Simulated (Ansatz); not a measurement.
# CdHF: relaxing a made-up structure, part 2 of 2

Starting from a made-up structure for CdHF, the aim is the relaxed cell, its shortest contacts and, where a second run follows, its electronic structure.

Ansatz 0.2.0; DFT, r2SCAN, plane-wave PAW, files of the set soft_1, scalar-relativistic, no spin, cell and ions relaxed at zero pressure; PAW set soft_1 (the session's first sound run).

So far: Set-up; Relaxing cell and atoms. The relaxed cell has a = 3.516, c = 5.390 Å (conventional setting).

**3. Bands of the relaxed cell**

With the geometry fixed, one more self-consistent run, with a narrower smearing and the mesh shown in its input, gives the bands, and its pressure, and its forces where symmetry allows any, show how far the geometry depends on these settings.

This step: DFT, r2SCAN, plane-wave PAW, files of the set soft_1, scalar-relativistic, no spin, bands and density of states at the relaxed cell; PAW set soft_1 (Ansatz 0.2.0).

input.yaml reads:

```yaml
crystal:
  lattice:
    - [3.5155399224, 0.0, 0.0]
    - [0.0, 3.5155399224, 0.0]
    - [0.0, 0.0, 5.3903341471]
  atoms:
    - { symbol: Cd, position: [0.5, 0.0, 0.7851620533] }
    - { symbol: Cd, position: [0.0, 0.5, 0.2148379467] }
    - { symbol: F, position: [0.5, 0.0, 0.3825651881] }
    - { symbol: F, position: [0.0, 0.5, 0.6174348119] }
    - { symbol: H, position: [0.5, 0.5, 0.0] }
    - { symbol: H, position: [0.0, 0.0, 0.0] }
kpoints:
  mp_grid: { grid: [10, 10, 6] }
  band_path:
    path:
      - [[0.0, 0.0, 0.0], [0.0, 0.5, 0.0], [0.5, 0.5, 0.0], [0.0, 0.0, 0.0], [0.0, 0.0, 0.5], [0.0, 0.5, 0.5], [0.5, 0.5, 0.5], [0.0, 0.0, 0.5]]
      - [[0.0, 0.5, 0.0], [0.0, 0.5, 0.5]]
      - [[0.5, 0.5, 0.0], [0.5, 0.5, 0.5]]
    npoints: 8
scf:
  occupations: { method: fermi_dirac, width: 0.03 }
  n_extra_bands: 10
hamiltonian:
  xc: r2scan
  pseudopotentials: { kind: paw, azcp: { folder: soft_1 } }
output:
  forces: true
  stress: true
  write_bands: true
  dos: { projected: true }
  write_density: true
  write_potential: true
  elf: true
  volumetric_format: npy
```

Run with:

```bash
> ansatz run input.yaml --threads 4 --pin off --max-ram 10240MiB --backend cpu --events-out ev --progress --plain --runs-dir out
```

Numbers of over 12 decimals in the logs are rounded to 6 here.

Log:

```text
[...]
Crystal: 6 atoms, lattice volume = 66.619 Å³
Basis set: ecut = 500 eV, 1723 PW (Γ), exchange–correlation on 108×108×160 points (64 copies of the dense FFT grid, shifted against one another)
Bands: 38, of which v1, the nominal top of the filled ones, is band 28 counted from 1 (27 counted from 0)
Symmetry: 16 space group operations
[...]
k-points: 84 of 600
[...]
SCF iter   1: F=—  HF=-18206.289318 eV  |F-HF|=—  |Δ(HF+E_count)|=         —  Δρ=3.75e-1  dr2=1.30e2  dr2_τ=2.15e0  ethr=3.10e-3  ⟨swp⟩=6.4  Hψ=13399  notcnv=0  defer=12
[...]
SCF iter   9: F=-18187.836356 eV  HF=-18187.836356 eV  |F-HF|=3.22e-8  |Δ(HF+E_count)|=   3.22e-7  Δρ=6.92e-6  dr2=5.64e-8  dr2_τ=1.16e-9  ethr=1.79e-10  ⟨swp⟩=12.3  Hψ=23489  notcnv=0
SCF 1 converged in 9 iterations: F = -18187.836356 eV  dr2 = 5.64e-8
[...]
NSCF: frozen V_eff on 75 k-points
SCF converged after 9 iterations
Free energy (F): -18187.836356 eV
[...]
Internal energy: -18187.835230 eV  (E = F + TS)
E sigma→0 (E₀):  -18187.835793 eV
Entropy (-TS):   -0.001127 eV (-0.188 meV/atom)
Fermi energy:    10.624823 eV
[...]
--- Forces (eV/Å), atoms counted from 1 ---
  atom   1  Cd    -0.00000000     0.00000000     0.01229228
  atom   2  Cd     0.00000000     0.00000000    -0.01229228
  atom   3  F     -0.00000000     0.00000000     0.00701521
  atom   4  F      0.00000000     0.00000000    -0.00701521
  atom   5  H      0.00000000     0.00000000    -0.00000000
  atom   6  H     -0.00000000     0.00000000     0.00000000
  max |Σ_I F_I| component: 8.67e-19 eV/Å
--- Stress (GPa, compression-positive) ---
        0.054113       0.000000      -0.000000
        0.000000       0.054113      -0.000000
       -0.000000      -0.000000      -0.138053
  P = ⅓ Tr σ = -0.0099 GPa (-0.099 kbar)
--- Band table (eV; the first three rows and the last of 84) ---
  k-point 0: bands = [... 24 lower, 5.5916, 6.0360, 6.0360, 10.8226, 12.5488, 13.7250, 17.7623, 17.7623, ... 6 higher]
  k-point 1: bands = [... 24 lower, 5.6243, 6.0319, 6.0319, 10.8224, 11.7078, 14.6448, 17.6578, 17.6578, ... 6 higher]
  k-point 2: bands = [... 24 lower, 5.7065, 6.0217, 6.0217, 10.6645, 10.8220, 15.9410, 17.4614, 17.4614, ... 6 higher]
  k-point 83: bands = [... 24 lower, 5.4954, 5.4954, 7.9642, 7.9642, 11.9311, 11.9311, 16.8556, 16.8556, ... 6 higher]
```

Elapsed: 8.5 s, on 4 threads of INTEL XEON PLATINUM 8581C at 2.10GHz (Emerald Rapids), shared host; peak memory 0.65 GiB.

Numbers from this step:

```
free energy             : -18187.8364 eV
energy at zero smearing : -18187.8358 eV
smearing term TS        : 0.001127 eV
Fermi energy            : 10.62 eV
pressure                : -0.009942 GPa
```

From bands.tsv, the bands that come nearest the Fermi level along the path, at its corners, in eV from the Fermi level:

| point | band 25 | band 26 | band 27 | band 28 | band 29 | band 30 | band 31 | band 32 |
| --- | --- | --- | --- | --- | --- | --- | --- | --- |
| Γ | -5.03 | -4.59 | -4.59 | 0.20 | 1.92 | 3.10 | 7.14 | 7.14 |
| X | -4.73 | -4.73 | -3.46 | -3.46 | 3.95 | 3.95 | 6.64 | 6.64 |
| M | -4.79 | -4.79 | -2.33 | -2.33 | 0.69 | 0.69 | 6.03 | 6.03 |
| Γ | -5.03 | -4.59 | -4.59 | 0.20 | 1.92 | 3.10 | 7.14 | 7.14 |
| Z | -4.61 | -4.61 | -4.61 | -0.45 | 0.20 | 6.06 | 6.74 | 6.74 |
| R | -4.73 | -4.73 | -3.78 | -3.78 | 3.29 | 3.29 | 7.98 | 7.98 |
| A | -5.13 | -5.13 | -2.66 | -2.66 | 1.31 | 1.31 | 6.23 | 6.23 |
| Z | -4.61 | -4.61 | -4.61 | -0.45 | 0.20 | 6.06 | 6.74 | 6.74 |
| X | -4.73 | -4.73 | -3.46 | -3.46 | 3.95 | 3.95 | 6.64 | 6.64 |
| R | -4.73 | -4.73 | -3.78 | -3.78 | 3.29 | 3.29 | 7.98 | 7.98 |
| M | -4.79 | -4.79 | -2.33 | -2.33 | 0.69 | 0.69 | 6.03 | 6.03 |
| A | -5.13 | -5.13 | -2.66 | -2.66 | 1.31 | 1.31 | 6.23 | 6.23 |

Electrostatic potential energy in the ac plane at fractional y = 0.000, with atoms of Cd and F and H within 0.2 Å of it. With pseudopotentials it is smooth inside the atoms' cores, unlike the true potential.

Values in eV, 21 rows by 14 columns, each cell a mean:
```
-16  -5   7   9   6   0  -4  -6  -4   1   7   9   6  -8
  4   7   9   6  -2 -10 -13 -14 -13  -9   0   8   9   7
 11  11   9   2  -9 -15 -19 -20 -18 -14  -7   4   9  11
 12  11   8  -2 -13 -18 -23 -26 -23 -17 -11   1   9  11
 12  11   8  -2 -13 -19 -24 -27 -23 -18 -11   1   9  11
 12  11   9   0 -11 -16 -20 -22 -20 -16  -9   3   9  12
 13  12  10   5  -5 -12 -16 -17 -15 -11  -3   7  11  12
 14  13  12  10   5  -1  -6  -7  -5   0   7  10  12  13
 14  14  13  12  10   8   5   5   6   8  11  12  13  14
 14  14  14  14  12  11   8   5   9  12  13  14  14  14
 14  14  14  14  12   2 -13 -17 -10   5  13  14  14  14
 14  14  14  14   7 -15 -27 -28 -26 -11  11  14  14  14
 14  14  14  14   3 -21 -28 -28 -28 -17   9  14  14  14
 13  13  14  14   6 -17 -27 -28 -27 -13  11  14  14  13
 12  13  13  14  13   1 -14 -18 -12   4  14  14  13  13
 12  12  13  14  14  13   8   5   9  13  14  14  13  12
 12  12  13  14  14  14  14  14  14  14  14  13  13  12
 12  12  13  13  14  14  14  14  14  14  14  13  13  12
  7   9  12  13  13  13  13  13  13  13  13  13  12   9
-12  -2   9  12  12  12  11  11  11  12  12  12   8  -5
-26 -13   6  11  11   9   8   8   8   9  11  11   3 -17
```
Columns run along a (3.5 Å; values clipped at the 3rd and 97th percentile), rows up along c (5.4 Å). Atoms in or near the plane, at fractional coordinates: Cd at (0.50, 0.79), F at (0.50, 0.38), H at (0.00, 0.00).

Valence density in the ac plane at fractional y = 0.000, with atoms of Cd and F and H within 0.2 Å of it. It is the smooth field of the valence electrons, not physical close to the nuclei.

Ten steps, logarithmic in the rise over the least value, from '_' (0 e/Å³) to '@' (24 e/Å³), each cell a mean:
```
----::....::------::....::--
::::....::==****++==::....::
......::==**%%%%##**--......
____..::++##@@@@@@##==::..__
____..::++%%@@@@@@##++::____
______::==##%%@@%%**==..____
______..--++**##**++::..____
________..::------::..______
________....::::::..________
________..::::--::::..______
________::--++++++--..______
______..--++######++::..____
______..--**%%%%##++--..____
______..--++##%%##++::..____
______..::--++++++--..______
________..::----::::..______
____________......__________
....______________________..
::....__________________..::
--::....______________..::--
==--::............__....::--
```
Columns run along a (3.5 Å), rows up along c (5.4 Å). Atoms in or near the plane, at fractional coordinates: Cd at (0.50, 0.79), F at (0.50, 0.38), H at (0.00, 0.00).

ELF in the ac plane at fractional y = 0.000, with atoms of Cd and F and H within 0.2 Å of it. It is the smooth field of the valence electrons, not physical close to the nuclei.

Values in units of 1e-1, 21 rows by 14 columns, each cell a mean:
```
10.0  9.8  7.9  3.1  1.4  2.0  2.6  2.8  2.5  1.8  1.5  4.2  8.5  9.8
 9.7  8.6  4.9  1.7  2.0  3.1  3.8  4.1  3.7  2.9  1.8  2.1  5.8  9.0
 7.8  5.5  2.2  1.6  2.9  4.2  5.8  6.5  5.5  3.9  2.6  1.5  2.8  6.2
 3.5  2.1  1.2  2.1  3.6  5.5  8.3  9.2  7.8  5.1  3.3  1.8  1.3  2.4
 1.0  0.9  1.1  2.4  3.8  5.7  8.5  9.3  8.0  5.2  3.5  2.0  1.0  0.9
 0.4  0.5  1.0  2.2  3.5  4.7  6.6  7.5  6.2  4.4  3.2  1.8  0.9  0.5
 0.3  0.4  0.7  1.5  2.7  3.5  4.2  4.5  4.1  3.4  2.4  1.3  0.6  0.3
 0.2  0.2  0.4  0.7  1.2  1.7  2.0  2.2  2.0  1.6  1.1  0.6  0.3  0.2
 0.1  0.2  0.3  0.5  0.8  1.2  1.4  1.5  1.4  1.1  0.8  0.4  0.2  0.1
 0.1  0.1  0.3  1.1  2.6  4.1  5.1  5.4  4.9  3.9  2.2  0.8  0.3  0.1
 0.1  0.2  0.7  2.9  5.8  7.3  7.7  7.7  7.7  7.1  5.2  2.2  0.6  0.2
 0.1  0.3  1.4  4.6  7.2  7.9  7.2  6.5  7.4  7.9  6.8  3.7  1.1  0.2
 0.2  0.4  1.6  5.1  7.6  7.9  6.5  5.2  6.8  7.9  7.2  4.2  1.3  0.3
 0.2  0.4  1.3  4.6  7.5  8.0  7.2  6.4  7.4  8.0  7.0  3.6  1.0  0.3
 0.4  0.4  0.7  2.6  6.0  7.6  7.9  7.9  7.9  7.4  5.3  1.9  0.6  0.4
 0.8  0.7  0.5  1.1  3.2  5.6  6.8  7.1  6.6  5.2  2.6  0.8  0.5  0.7
 2.7  2.1  1.1  0.6  1.0  2.2  3.4  3.9  3.2  1.9  0.8  0.6  1.3  2.2
 7.1  6.2  4.0  1.5  0.5  0.4  0.6  0.7  0.6  0.4  0.6  2.0  4.5  6.5
 9.6  9.3  8.0  4.3  1.2  0.5  0.3  0.3  0.3  0.5  1.7  5.4  8.3  9.4
10.0  9.9  9.4  6.2  2.0  0.8  0.7  0.6  0.7  0.9  2.7  7.2  9.5  9.9
10.0  9.9  9.4  5.6  1.7  1.1  1.3  1.4  1.2  1.1  2.3  6.8  9.6 10.0
```
Columns run along a (3.5 Å), rows up along c (5.4 Å). Atoms in or near the plane, at fractional coordinates: Cd at (0.50, 0.79), F at (0.50, 0.38), H at (0.00, 0.00).

**4. What came out**

* space group, relaxed: P4/nmm
* conventional cell: a = 3.516, b = 3.516, c = 5.390 Å; α = 90.0°, β = 90.0°, γ = 90.0°
* volume per atom: 11.10 Å³ (guess 12.62)

What this shows: CdHF relaxes to P4/nmm with a = 3.516, b = 3.516 and c = 5.390 Å. The guessed volume was 14 % too large. The space group P4/nmm was held in the relaxation, so the end point is a stationary structure within it and may be a saddle against distortions or other arrangements. Bands cross the Fermi level, so it is a metal or semimetal at this level. Semilocal functionals can close a small real gap, so this isn't settled for compounds with anions. On the 10×10×6 mesh with the narrower smearing (relaxed on 7×7×5) the largest force component is 0.012 eV/Å and the largest stress component is 0.138 GPa, against the relaxation's thresholds of 0.015 eV/Å and 0.05 GPa. The cutoff wasn't tested. No dispersion term is used, so weakly bound directions may come out too long. Nothing here tests whether the compound is stable against decomposition.

[Logs are printed without paths, hosts, clocks, repeated set-up lines and the standing remarks that a program may print on its own settings, such as how far it seeks lower states.]

[Hosts, paths, dates, database ids (printed as entryN), source tags and the programs' standing remarks are cut or masked in the printed files.]
